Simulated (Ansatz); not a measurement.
Planning a run of Ansatz 0.2.0 on H4C2SeSO2 (Pc). The input:

```yaml
crystal:
  lattice:
    - [5.6201, 0.0, 0.0]
    - [0.0, 5.429, 0.0]
    - [-4.1064155037, 0.0, 7.782155437]
  atoms:
    - { symbol: H, position: [0.9903275064, 0.7473635647, 0.4660418871] }
    - { symbol: H, position: [0.9903275064, 0.2526364353, 0.9660418871] }
    - { symbol: H, position: [0.9526666536, 0.4949916995, 0.3188623577] }
    - { symbol: H, position: [0.9526666536, 0.5050083005, 0.8188623577] }
    - { symbol: H, position: [0.3242621606, 0.9254302466, -0.0008390993] }
    - { symbol: H, position: [0.3242621606, 0.0745697534, 0.4991609007] }
    - { symbol: H, position: [0.4578783155, 0.1133202744, 0.1941292844] }
    - { symbol: H, position: [0.4578783155, 0.8866797256, 0.6941292844] }
    - { symbol: C, position: [0.8719629278, 0.6686019466, 0.3380623345] }
    - { symbol: C, position: [0.8719629278, 0.3313980534, 0.8380623345] }
    - { symbol: C, position: [0.4713629967, 0.9401030733, 0.1349322238] }
    - { symbol: C, position: [0.4713629967, 0.0598969267, 0.6349322238] }
    - { symbol: Se, position: [0.4847737869, 0.6468803937, 0.274117174] }
    - { symbol: Se, position: [0.4847737869, 0.3531196063, 0.774117174] }
    - { symbol: S, position: [0.8080090367, 0.8871242417, 0.1698405285] }
    - { symbol: S, position: [0.8080090367, 0.1128757583, 0.6698405285] }
    - { symbol: O, position: [0.9794800703, 0.1049310127, 0.2322299963] }
    - { symbol: O, position: [0.9794800703, 0.8950689873, 0.7322299963] }
    - { symbol: O, position: [0.8018265455, 0.7599013105, 0.0217933131] }
    - { symbol: O, position: [0.8018265455, 0.2400986895, 0.5217933131] }
kpoints:
  mp_grid: { grid: [4, 4, 2] }
  band_path:
    path:
      - [0.0, 0.0, 0.0]
      - [0.0, 0.5, 0.0]
      - [0.0, 0.5, 0.5]
      - [0.0, 0.0, 0.5]
      - [-0.5, 0.0, 0.5]
      - [-0.5, 0.5, 0.5]
      - [-0.5, 0.5, 0.0]
      - [-0.5, 0.0, 0.0]
      - [-0.5, 0.45, 0.0]
    npoints: 1
hamiltonian:
  xc: pbe0
  pseudopotentials: { kind: paw, azcp: { folder: soft_1 } }
scf:
  occupations: { method: fixed }
  n_extra_bands: 10
output:
  eigenvalues: true
  write_density: true
  write_potential: true
  elf: true
  volumetric_format: npy
```

```sh
ansatz run input.yaml --threads 2 --pin off --max-ram 92160MiB --backend cuda --events-out ev --progress --plain --runs-dir out --devices 1 --max-vram 13GiB
```

Estimate wall time and host memory on 1 × NVIDIA H100 80GB HBM3 (shared by 6 runs) with 2 threads of AMD EPYC 7R13 (Zen 3), shared host.

It took 74 s; on shared hardware allow 37 s to 2.5 min. Peak host memory was 1.8 GiB. The sizes that set the cost: 4629 plane waves a state, 18 irreducible k points and 17 SCF cycles.

Exact exchange couples every pair of k points and filled bands, so it costs far more than a semilocal run.

[Paths, hosts, dates, memory and timing lines, banners, echoed tables and standing remarks are left out of the program output.]

[Logs are printed without paths, hosts, clocks, repeated set-up lines and the standing remarks that a program may print on its own settings, such as how far it seeks lower states.]

[Runs of the session that timed out or met a known fault of the program may be left out.]

[Cells called generated may have been cut or substituted from an entry of the Crystallography Open Database or the Materials Project.]

[Hosts, paths, dates, database ids (printed as entryN), source tags and the programs' standing remarks are cut or masked in the printed files.]
